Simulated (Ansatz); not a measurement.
# Li2SnP2: relaxing a made-up structure, part 2 of 2

This structure for Li2SnP2 is made up. Its elements were placed in a known structure type with a cell scaled to their sizes. What cell does the guess relax to, and how far off was it?

Ansatz 0.2.0; DFT, PBEsol, plane-wave PAW, files of the set soft_1, scalar-relativistic, no spin, cell and ions relaxed at zero pressure; PAW set soft_1 (the session's first sound run).

So far: The structure; Relaxing cell and atoms. The relaxed cell has a = 3.897, c = 6.653 Å (conventional setting).

## Step 3: Electronic structure of the relaxed cell

A second self-consistent run takes a narrower smearing and the mesh shown in its input; the bands follow along the standard path of the relaxed lattice.

This step: DFT, PBEsol, plane-wave PAW, files of the set soft_1, scalar-relativistic, no spin, bands and density of states at the relaxed cell; PAW set soft_1 (Ansatz 0.2.0).

Input file input.yaml:

```yaml
crystal:
  lattice:
    - [3.8971276073, 0.0, 0.0]
    - [-1.9485638037, 3.3750115097, 0.0]
    - [0.0, 0.0, 6.6528483002]
  atoms:
    - { symbol: Sn, position: [0.0, 0.0, 0.0] }
    - { symbol: P, position: [0.3333333333, 0.6666666667, 0.2272816017] }
    - { symbol: P, position: [0.6666666667, 0.3333333333, 0.7727183983] }
    - { symbol: Li, position: [0.3333333333, 0.6666666667, 0.615189716] }
    - { symbol: Li, position: [0.6666666667, 0.3333333333, 0.384810284] }
kpoints:
  mp_grid: { grid: [10, 10, 6] }
  band_path:
    path:
      - [[0.0, 0.0, 0.0], [0.5, 0.0, 0.0], [0.33333333, 0.33333333, 0.0], [0.0, 0.0, 0.0], [0.0, 0.0, 0.5], [0.5, 0.0, 0.5], [0.33333333, 0.33333333, 0.5], [0.0, 0.0, 0.5]]
      - [[0.5, 0.0, 0.5], [0.5, 0.0, 0.0]]
      - [[0.33333333, 0.33333333, 0.0], [0.33333333, 0.33333333, 0.5]]
    npoints: 8
scf:
  occupations: { method: fermi_dirac, width: 0.03 }
  n_extra_bands: 9
hamiltonian:
  xc: pbesol
  pseudopotentials: { kind: paw, azcp: { folder: soft_1 }, xc_functional: pbe }
output:
  forces: true
  stress: true
  write_bands: true
  dos: { projected: true }
  write_density: true
  write_potential: true
  elf: true
  volumetric_format: npy
```

Launch:

```bash
$ ansatz run input.yaml --threads 4 --pin off --max-ram 8192MiB --backend cpu --events-out ev --progress --plain --runs-dir out
```

Numbers of over 12 decimals in the logs are rounded to 6 here.

Output:

```text
[...]
Crystal: 5 atoms, lattice volume = 87.504 Å³
Basis set: ecut = 420 eV, 1715 PW (Γ), exchange–correlation on 54×54×90 points (8 copies of the dense FFT grid, shifted against one another)
Bands: 24, of which v1, the nominal top of the filled ones, is band 15 counted from 1 (14 counted from 0)
Symmetry: 12 space group operations
[...]
k-points: 72 of 600
[...]
SCF iter   1: F=—  HF=-7839.044542 eV  |F-HF|=—  |Δ(HF+E_count)|=         —  Δρ=4.04e-2  dr2=6.71e0  ethr=3.10e-3  ⟨swp⟩=7.6  Hψ=10778  notcnv=0
[...]
SCF iter   9: F=-7837.484575 eV  HF=-7837.484575 eV  |F-HF|=4.47e-10  |Δ(HF+E_count)|=   1.15e-8  Δρ=2.82e-6  dr2=1.47e-8  ethr=3.33e-10  ⟨swp⟩=19.0  Hψ=14517  notcnv=0
SCF 1 converged in 9 iterations: F = -7837.484575 eV  dr2 = 1.47e-8
[...]
NSCF: frozen V_eff on 75 k-points
SCF converged after 9 iterations
Free energy (F): -7837.484575 eV
[...]
Internal energy: -7837.482150 eV  (E = F + TS)
E sigma→0 (E₀):  -7837.483363 eV
Entropy (-TS):   -0.002425 eV (-0.485 meV/atom)
Fermi energy:    6.904927 eV
[...]
--- Forces (eV/Å), atoms counted from 1 ---
  atom   1  Sn     0.00000000     0.00000000     0.00000000
  atom   2  P      0.00000000     0.00000000    -0.04085860
  atom   3  P      0.00000000    -0.00000000     0.04085860
  atom   4  Li     0.00000000    -0.00000000     0.00854923
  atom   5  Li    -0.00000000     0.00000000    -0.00854923
  max |Σ_I F_I| component: 5.32e-17 eV/Å
--- Stress (GPa, compression-positive) ---
        0.089855       0.000000       0.000000
        0.000000       0.089855       0.000000
        0.000000       0.000000      -0.144653
  P = ⅓ Tr σ = 0.0117 GPa (0.117 kbar)
--- Band table (eV; the first three rows and the last of 72) ---
  k-point 0: bands = [... 11 lower, 6.3674, 6.4885, 6.5612, 6.5612, 7.7297, 9.3786, 10.1879, 10.1879, ... 5 higher]
  k-point 1: bands = [... 11 lower, 6.3205, 6.3205, 6.6364, 6.6364, 8.2241, 9.3437, 10.0466, 10.0466, ... 5 higher]
  k-point 2: bands = [... 11 lower, 6.2659, 6.2659, 6.7510, 6.7510, 8.7546, 9.2791, 9.7972, 9.7972, ... 5 higher]
  k-point 71: bands = [... 11 lower, 2.8840, 3.2341, 5.9397, 5.9595, 8.3426, 9.8386, 10.4899, 10.5013, ... 5 higher]
```

It took 3.8 s on 4 threads of Arm Neoverse V2, shared host; peak memory 0.45 GiB.

This step gave:

```
free energy             : -7837.4846 eV
energy at zero smearing : -7837.4834 eV
smearing term TS        : 0.002425 eV
Fermi energy            : 6.905 eV
pressure                : 0.01169 GPa
```

bands.tsv at the labelled points (eV, zero at the Fermi level; the bands that come nearest the Fermi level along the path):

```
point  band 12  band 13  band 14  band 15  band 16  band 17  band 18  band 19
    Γ    -0.54    -0.42    -0.34    -0.34     0.82     2.47     3.28     3.28
    M    -2.88    -2.70    -1.82    -0.41     0.25     3.03     3.32     3.42
    K    -3.88    -3.53    -1.58    -1.58    -0.36     5.28     5.47     5.47
    Γ    -0.54    -0.42    -0.34    -0.34     0.82     2.47     3.28     3.28
    A    -0.66    -0.66    -0.10    -0.10     2.04     2.34     2.78     2.78
    L    -2.50    -2.20    -1.27    -0.96     0.09     2.08     3.48     3.57
    H    -4.10    -4.00    -0.92    -0.92     1.45     2.96     3.50     3.50
    A    -0.66    -0.66    -0.10    -0.10     2.04     2.34     2.78     2.78
    L    -2.50    -2.20    -1.27    -0.96     0.09     2.08     3.48     3.57
    M    -2.88    -2.70    -1.82    -0.41     0.25     3.03     3.32     3.42
    K    -3.88    -3.53    -1.58    -1.58    -0.36     5.28     5.47     5.47
    H    -4.10    -4.00    -0.92    -0.92     1.45     2.96     3.50     3.50
```

States per cell as run, both spins, in windows of 1 eV, from dos.tsv (zero at the Fermi level): Near the top, bands beyond those computed are missing, so counts there can be too low.

```
from  to  total
  -8  -7   0.47
  -7  -6   0.86
  -6  -5   0.64
  -5  -4   1.27
  -4  -3   1.60
  -3  -2   2.26
  -2  -1   2.70
  -1   0   2.21
   0   1   1.15
   1   2   0.83
   2   3   0.71
   3   4   3.48
   4   5   2.60
   5   6   2.03
```

A further 18.0 states lie below the table's range.

ELF in the ac plane at fractional y = 0.333, with atoms of P and Li within 0.2 Å of it. It is the smooth field of the valence electrons, not physical close to the nuclei.

Ten even steps from '_' (0.01) to '@' (0.97), each cell a mean:
```
::::::::::----==++++++====--
--::::::--==++##########**==
==--::::--**##%%##**##%%%%**
++--::::==##%%##==::--**%%##
++--..::==##%%**..____==%%%%
++--..::==##%%**..____==%%%%
++::....==##%%%%**==++##%%%%
==::__..--##%%%%%%%%%%%%%%##
--..____::++##%%@@@@@@%%%%**
::______..--**##%%%%%%##**==
..______..::--------------::
............______________..
::------::..____--**==..____
==++++++==::__..##@@@@--__..
++******++--....**@@%%::__::
**######**++::__..--::__..==
**######**++--__________::==
**########++==..______..--++
**######**++--..______..::==
++********==::..________::--
====++++==--::__________..::
::--------::..__________..::
::::::::::::::....::::....::
```
Columns run along a (3.9 Å), rows up along c (6.7 Å). Atoms in or near the plane, at fractional coordinates: P at (0.67, 0.77), Li at (0.67, 0.38).

Electrostatic potential energy in the ac plane at fractional y = 0.333, with atoms of P and Li within 0.2 Å of it. With pseudopotentials it is smooth inside the atoms' cores, unlike the true potential.

Ten even steps from '0' (-39 eV) to '9' (10 eV), each cell a mean:
```
88788999999999
98889999888899
99999986433689
99999973000268
99999971000058
99999971000058
99999984100378
99999997545789
99999999888999
99999999999999
99999999999999
99999998877899
99999997534689
99999986312589
99999996312589
99999998655799
99999999888899
99899999999999
99899999999999
99899999999999
98889999999999
88888999999999
88778999999999
```
Columns run along a (3.9 Å; values clipped at the 3rd and 97th percentile), rows up along c (6.7 Å). Atoms in or near the plane, at fractional coordinates: P at (0.67, 0.77), Li at (0.67, 0.38).

Valence density in the ac plane at fractional y = 0.333, with atoms of P and Li within 0.2 Å of it. It is the smooth field of the valence electrons, not physical close to the nuclei.

Ten steps, logarithmic in the rise over the least value, from '0' (0.0 e/Å³) to '9' (7.4 e/Å³), each cell a mean:
```
22322222222222
22222233333332
22222334444443
22112344444443
21112344323443
21112344423443
21001234444443
10001234444432
10000123343321
00000012222211
00000001111110
00000000122100
00000002577300
11111004899610
11211113798511
22222111465211
23332211111011
23333210000012
23333210000012
23333210000012
23333210000011
23332211000011
23332211111112
```
Columns run along a (3.9 Å), rows up along c (6.7 Å). Atoms in or near the plane, at fractional coordinates: P at (0.67, 0.77), Li at (0.67, 0.38).

## Step 4: Outcome

```
space group, relaxed : P-3m1
conventional cell    : a = 3.897, b = 3.897, c = 6.653 Å; α = 90.0°, β = 90.0°, γ = 120.0°
volume per atom      : 17.50 Å³ (guess 18.69)
```

In words: Li2SnP2 relaxes to P-3m1 with a = 3.897, b = 3.897 and c = 6.653 Å. The guessed volume was 7 % too large. The space group P-3m1 was held in the relaxation, so the end point is a stationary structure within it and may be a saddle against distortions or other arrangements. Bands cross the Fermi level, so it is a metal or semimetal at this level. Semilocal functionals can close a small real gap, so this isn't settled for compounds with anions. On the 10×10×6 mesh with the narrower smearing (relaxed on 8×8×4) the largest force component is 0.041 eV/Å and the largest stress component is 0.145 GPa, against the relaxation's thresholds of 0.015 eV/Å and 0.05 GPa. The cutoff wasn't tested. No dispersion term is used, so weakly bound directions may come out too long. Nothing here tests whether the compound is stable against decomposition.

[Logs are printed without paths, hosts, clocks, repeated set-up lines and the standing remarks that a program may print on its own settings, such as how far it seeks lower states.]

[Hosts, paths, dates, database ids (printed as entryN), source tags and the programs' standing remarks are cut or masked in the printed files.]
